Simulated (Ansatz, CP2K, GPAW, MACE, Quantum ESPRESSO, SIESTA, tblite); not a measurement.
# Forces in generalised stacking fault on (110) of a LiCl-LiBr solid solution (56 atoms), program by program

One geometry of generalised stacking fault on (110) of a LiCl-LiBr solid solution (56 atoms) is solved by several programs and methods. How far do their forces lie from a plane-wave PBE run?

Results are calculated, not measured.

## 1. The structure

The cell holds 56 atoms (28 Li, 10 Br and 18 Cl), with edges of 7.45, 5.27 and 26.49 Å. Recipe: rock-salt LiCl lattice (a = 5.2663 Å, the value set for the mixture), cell with z along [110], 2 x 1 x 7 periods; the third cell vector is tilted by 0.917 of 1/2[1-10] and lengthened by 0.2 Å, so the cell holds one fault; displaced by a Gaussian of 0.01 Å; 10 of 28 Cl sites given to Br at random (lattice constant by Vegard's rule between LiCl and LiBr). Then every atom was moved at random, 0.02 Å r.m.s. a Cartesian component. The density is 2.63 g/cm³.

## 2. The reference input

Quantum ESPRESSO 7.5: Kohn-Sham DFT, PBE, SSSP efficiency 1.3.0 pseudopotentials, plane waves. Its input, pw.in:

```
&control
  calculation = 'scf'
  pseudo_dir = './pseudo'
  outdir = './tmp'
  disk_io = 'none'
  tprnfor = .true.
  tstress = .true.
/
&system
  ibrav = 0
  nat = 56
  ntyp = 3
  ecutwfc = 45
  ecutrho = 360
  nosym = .true.
  occupations = 'smearing'
  smearing = 'fd'
  degauss = 0.003675
/
&electrons
  conv_thr = 2.8e-07
  electron_maxstep = 100
  mixing_beta = 0.2
  mixing_mode = 'local-TF'
  diagonalization = 'david'
/
ATOMIC_SPECIES
Li 6.940 Li.upf
Br 79.904 Br.upf
Cl 35.450 Cl.upf
CELL_PARAMETERS angstrom
7.44767 0.00000 0.00000
0.00000 5.26630 0.00000
3.41349 0.00000 26.26686
ATOMIC_POSITIONS crystal
Li 0.55074 0.99543 0.99144
Br 0.71614 0.00369 0.06965
Li 0.93952 0.00089 0.14214
Cl 0.64934 0.99801 0.21395
[... 50 atom lines left out ...]
Li 0.32836 0.49175 0.92141
Br 0.04750 0.49890 0.99166
K_POINTS gamma
```

```console
$ OMP_NUM_THREADS=1 mpirun -np 2 pw.x -in pw.in > output.txt
```

Elapsed: 4 min, on 2 MPI ranks of Arm Neoverse V1, shared host; peak memory 2 GiB.

It converged with an r.m.s. force component of 0.11 eV/Å and a pressure of -0.29 GPa.

Its highest filled and lowest empty levels lie 5.46 eV apart on its k-points.

## 3. The other programs

- CP2K 2026.2: Gaussian basis with GTH pseudopotentials and a plane-wave density; labels give functional, basis (MOLOPT sets; SR short-range, UZH the newer set with its own potentials), grid cutoff/relative cutoff and solver (OT: orbital transformation; TRS4, TC2, SIGN: linear-scaling purification with its sparsity filter), or its built-in tight binding.
- GPAW 26.7.0: PAW with atomic orbitals (LCAO), plane waves or a real-space grid of spacing h.
- MACE: machine-learned potential, published weights.
- Quantum ESPRESSO 7.5: plane waves; labels (QE) give functional, pseudopotential set and cutoffs of waves/density.
- SIESTA 5.4.2: numerical atomic orbitals, whose automatically made sets are far from complete, with PseudoDojo norm-conserving potentials that we converted to its format (checked against plane waves on the same files for H, C, O, Si, Ge and Ca alone); labels give functional, basis size, energy shift and mesh cutoff.
- tblite 0.8.0: extended tight binding, driven from Python.

All use the same cell and atoms, and the electronic-structure runs the same k-mesh.

## 4. Side by side

Differences are against the reference: forces as r.m.s. over components, share as that over the reference's r.m.s. force, slope as the fitted ratio of a run's forces to the reference's.

```tsv
run	Δ force, r.m.s. (meV/Å)	share (%)	slope	Δ pressure (GPa)	Δ gap (eV)	cores	CPU time	memory (GiB)
reference	-	-	-	-	-	2	7.9 min	2.0
CP2K GFN1-xTB, diagonalisation	49.8	45.3	0.926	-2.84	-	1	13 s	0.24
CP2K PBE+D3, DZVP-MOLOPT-SR, 800/50 Ry, diagonalisation	15.4	14.0	1.123	-0.966	-0.0232	2	8.2 min	3.8
CP2K PBE, DZVP-MOLOPT-SR, 1120/50 Ry, diagonalisation	16.4	14.9	1.131	0.173	-0.0232	2	9.6 min	5.9
CP2K PBE, DZVP-MOLOPT-SR, 560/50 Ry, diagonalisation (coarse)	16.4	14.9	1.131	0.173	-0.0232	2	9.6 min	2.2
CP2K PBE, DZVP-MOLOPT-SR, 800/20 Ry, diagonalisation (coarse)	78.8	71.6	1.120	0.793	-0.0201	2	6 min	3.8
CP2K PBE, DZVP-MOLOPT-SR, 800/50 Ry, diagonalisation	16.4	14.9	1.131	0.173	-0.0232	2	8.2 min	3.8
CP2K PBE, SZV-MOLOPT-SR, 800/50 Ry, diagonalisation (coarse)	44.6	40.6	1.319	3.18	-0.520	1	4.6 min	3.8
CP2K PBE, TZV2P-MOLOPT (SR for Li), 800/50 Ry, diagonalisation	6.14	5.58	1.046	0.157	-0.0825	4	11 min	5.2
CP2K PBE, TZV2P-UZH, 800/50 Ry, diagonalisation	3.61	3.29	1.024	-0.0734	-0.0511	4	12 min	5.3
CP2K RPBE, PBE potentials, DZVP-MOLOPT-SR, 800/50 Ry, diagonalisation	19.5	17.7	1.158	1.90	0.209	2	8.3 min	3.9
GPAW PBE, LCAO dzp, h 0.16 Å	21.1	19.2	1.161	-	-0.042	1	1.8 min	1.8
GPAW PBE, LCAO dzp, h 0.2 Å	23.1	21.0	1.163	-	-0.0418	1	64 s	1.0
GPAW PBE, LCAO sz(dzp), h 0.2 Å (coarse)	34.6	31.5	1.224	-	-0.782	1	25 s	0.8
GPAW PBE, LCAO szp(dzp), h 0.2 Å (coarse)	35.4	32.2	1.284	-	-0.0607	1	55 s	0.98
GPAW PBE, grid h 0.18 Å	6.57	5.98	1.017	-	-0.0037	2	3.3 min	1.8
MACE MP-0b2 small potential	30.3	27.5	1.044	0.724	-	1	7.3 s	0.67
MACE MP-0b3 medium potential	28.2	25.6	1.077	1.01	-	1	9.3 s	0.82
MACE MPA-0 medium potential	24.5	22.3	0.948	0.861	-	1	9.3 s	0.82
QE PBE+D3(BJ), sssp-1.3.0-efficiency, 45/360 Ry	1.31	1.19	1.003	-2.07	0	2	8 min	2.0
QE PBE, sssp-1.3.0-efficiency, 45/360 Ry, cg	0.3	0.273	1.001	-7.0e-4	2.0e-4	4	31 min	2.0
SIESTA PBE, DZP, shift 0.01 Ry, mesh 300 Ry	18.7	17.0	1.136	-0.241	0.200	1	2.4 min	0.87
SIESTA PBE, SZ, shift 0.01 Ry, mesh 300 Ry (coarse)	28.1	25.5	1.127	-3.45	-0.325	1	36 s	0.45
SIESTA PBE, SZP, shift 0.01 Ry, mesh 300 Ry (coarse)	17.5	15.9	1.132	-0.426	0.453	1	2 min	0.8
SIESTA PBE, TZP, shift 0.01 Ry, mesh 300 Ry	18.3	16.6	1.122	-0.143	0.103	2	3.2 min	1.2
SIESTA optB88-vdW, PBE potentials, DZP, shift 0.01 Ry, mesh 300 Ry	23.4	21.3	1.174	-0.689	0.305	2	6.9 min	1.6
tblite GFN1-xTB	50.9	46.3	0.954	-1.41	-	1	4 s	0.11
```

Rows marked coarse were listed beforehand as settings not expected to be converged; some can still land near the reference.

Times of the machine-learned potentials are mostly Python's start and the loading of weights.

CPU time is summed over cores on shared hosts, so it is rough.

## 5. Findings

Forces lie from 0.27 % (QE PBE, sssp-1.3.0-efficiency, 45/360 Ry, cg) to 72 % (CP2K PBE, DZVP-MOLOPT-SR, 800/20 Ry, diagonalisation, coarse) of the reference's r.m.s. force of 0.11 eV/Å away from it. Other PBE runs on plane waves or a grid: GPAW PBE, grid h 0.18 Å 6.0 % and QE PBE, sssp-1.3.0-efficiency, 45/360 Ry, cg 0.27 % of the r.m.s. force; the reference has errors of its own, so differences under a few per cent don't tell which side is nearer the exact PBE result. With the reference's own potentials and cutoffs, another solver or threshold moves forces by 0.27 % (QE PBE, sssp-1.3.0-efficiency, 45/360 Ry, cg). The PBE runs in local orbitals, coarse settings apart, differ by 3.3 % (CP2K PBE, TZV2P-UZH, 800/50 Ry, diagonalisation) to 21 % (GPAW PBE, LCAO dzp, h 0.2 Å); basis, grid and potentials can all enter.

Tight binding differs by 45 % (CP2K GFN1-xTB, diagonalisation) to 46 % (tblite GFN1-xTB); it is another model, with fitted parameters of its own, and the xTB methods hold dispersion. Machine-learned potentials differ by 22 % (MACE MPA-0 medium potential) to 28 % (MACE MP-0b2 small potential); they were trained on other programs' data. In the reference's own program, potentials and cutoffs, a change of model alone moves forces by 1.2 % (QE PBE+D3(BJ), sssp-1.3.0-efficiency, 45/360 Ry). Other rows with another functional or a dispersion term differ by 14 % (CP2K PBE+D3, DZVP-MOLOPT-SR, 800/50 Ry, diagonalisation) to 21 % (SIESTA optB88-vdW, PBE potentials, DZP, shift 0.01 Ry, mesh 300 Ry), which mixes the change of model with differences of basis and potentials, some of them made for another functional. Runs with settings chosen to be coarse differ by 15 % (CP2K PBE, DZVP-MOLOPT-SR, 560/50 Ry, diagonalisation) to 72 % (CP2K PBE, DZVP-MOLOPT-SR, 800/20 Ry, diagonalisation), their programs' other errors included. CP2K PBE, SZV-MOLOPT-SR, 800/50 Ry, diagonalisation stiffens the forces by a factor of 1.32 while following their directions (correlation 0.983). From CP2K PBE, DZVP-MOLOPT-SR, 560/50 Ry, diagonalisation to the finer CP2K PBE, DZVP-MOLOPT-SR, 1120/50 Ry, diagonalisation the share goes from 14.9 to 14.9 %, so the grid isn't what parts these runs from the reference. From GPAW PBE, LCAO dzp, h 0.2 Å to the finer GPAW PBE, LCAO dzp, h 0.16 Å the share falls from 21 to 19 %. CP2K PBE, DZVP-MOLOPT-SR, 800/20 Ry, diagonalisation lies farther from the reference (72 %) than the smaller basis of CP2K PBE, SZV-MOLOPT-SR, 800/50 Ry, diagonalisation (41 %). Pressures at PBE, coarse settings apart, lie -0.24 to +0.17 GPa from the reference's. Gaps at PBE, coarse settings apart, lie -0.08 to +0.20 eV from the reference's, on k-points that hold the band edges only if these fold onto them.

**Limits.** The potentials hold different valence shells: 280 electrons in the reference, 224 in GPAW; this bears on time and differences. The reference's pressure holds the uncorrected Pulay stress of its 45 Ry basis, so small pressure differences may be the reference's own error. Machine-learned potentials mimic data converged in k, so the reference's own k-point error enters their differences. The cell is under 6 Å thick along one periodic direction, so every atom has periodic images of itself close by, which move with it. The reference's stress is far from hydrostatic: its diagonal is 3.0, -3.0, -0.8 GPa, compression counted positive. The host structure and its lattice constant were typed by rule, without a check against the phase diagram. The electronic-structure runs sample only Γ, in a cell whose shortest periodic width is 5 Å. Spin–orbit coupling is left out. Where levels are smeared, the DFT runs use Fermi–Dirac occupations at 580 K (0.05 eV), and energies are free energies. The atoms were displaced at random, and shares hang on the size of the forces that this gives. The reference's cutoffs and mesh weren't converged further here.

[Logs are printed without paths, hosts, clocks, repeated set-up lines and the standing remarks that a program may print on its own settings, such as how far it seeks lower states.]

[Hosts, paths, dates, database ids (printed as entryN), source tags and the programs' standing remarks are cut or masked in the printed files.]

[Cells were taken only where this reference lay near another plane-wave run.]
